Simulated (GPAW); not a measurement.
Consider ZrS (Fm-3m).

```
Zr S
1.0
     0.00000    2.62500    2.62500
     2.62500    0.00000    2.62500
     2.62500    2.62500    0.00000
Zr S
1 1
Cartesian
  0.0000 0.0000 0.0000
  2.6250 2.6250 2.6250
```

Absorber: atom 1, with 6 S at 2.62 Å (octahedral, site symmetry m-3m). Method: GPAW, LDA, excited-electron core hole (neutral cell), 16-atom cell with 7.4 Å between holes, 4×4×4 k points, dipole transitions, Gaussian full width 1.57 eV up to 4 eV, rising linearly to 3.5 eV at 25 eV.

The database entry behind the starting cell differs from later determinations by our own check (an axis about 1.9 % long against later determinations), so it need not match the best structure at ambient conditions.

Predict the near-edge structure at the Zr L₃ edge.

Main maxima up to 30 eV above the zero (height): 1.0 eV (4.29), 7.8 eV (0.97), 17.6 eV (0.64) and 29.2 eV (0.69). At an L edge the dipole rule selects empty d (and weakly s) states on the absorber, and the strong line at the onset measures the empty part of its d band. 

The Zr L₃ spectrum (energy from the lowest empty level; intensity scaled to a mean of 1 over the first 20 eV):

| E (eV) | intensity |
| --- | --- |
| -2.00 | 0.01 |
| -1.25 | 0.18 |
| -0.50 | 1.25 |
| 0.25 | 3.35 |
| 1.00 | 4.29 |
| 1.75 | 3.30 |
| 2.50 | 1.97 |
| 3.25 | 1.10 |
| 4.00 | 0.66 |
| 4.75 | 0.58 |
| 5.50 | 0.58 |
| 6.25 | 0.64 |
| 7.00 | 0.86 |
| 7.75 | 0.97 |
| 8.50 | 0.90 |
| 9.25 | 0.77 |
| 10.00 | 0.69 |
| 10.75 | 0.64 |
| 11.50 | 0.54 |
| 12.25 | 0.42 |
| 13.00 | 0.36 |
| 13.75 | 0.36 |
| 14.50 | 0.41 |
| 15.25 | 0.50 |
| 16.00 | 0.58 |
| 16.75 | 0.63 |
| 17.50 | 0.64 |
| 18.25 | 0.62 |
| 19.00 | 0.56 |
| 19.75 | 0.48 |
| 20.50 | 0.42 |
| 21.25 | 0.42 |
| 22.00 | 0.44 |
| 22.75 | 0.48 |
| 23.50 | 0.49 |
| 24.25 | 0.48 |
| 25.00 | 0.47 |
| 25.75 | 0.48 |
| 26.50 | 0.53 |
| 27.25 | 0.59 |
| 28.00 | 0.65 |
| 28.75 | 0.68 |
| 29.50 | 0.69 |
| 30.25 | 0.65 |
| 31.00 | 0.58 |

Only the L₃ part is meant: spin–orbit coupling of the core level isn't computed and the L₂ copy isn't added. The script folds with a Gaussian, whereas the core hole's own line is a Lorentzian, so the onset is too steep and the first peak too high. The unit cell's mesh shows no gap over 0.35 eV. That is right for a metallic compound; for a small-gap or correlated insulator it would be the fault of the functional or of the assumed magnetic order, and the hole would be screened too well. The structure is a published determination, not relaxed.

[Banner, clock and machine lines of the logs are left out without a mark of their own.]

[Logs are printed without paths, hosts, clocks, repeated set-up lines and the standing remarks that a program may print on its own settings, such as how far it seeks lower states.]

[Hosts, paths, dates, database ids (printed as entryN), source tags and the programs' standing remarks are cut or masked in the printed files.]

[Lists of maxima count a maximum above −3 eV only where it reaches 4 % of the highest in the window and stands out from its surroundings by 2 % of it (1.5 % where it reaches 55 %); shoulders and weaker maxima are passed over, and of the rest the first, up to two pre-edge ones and the few strongest are named.]
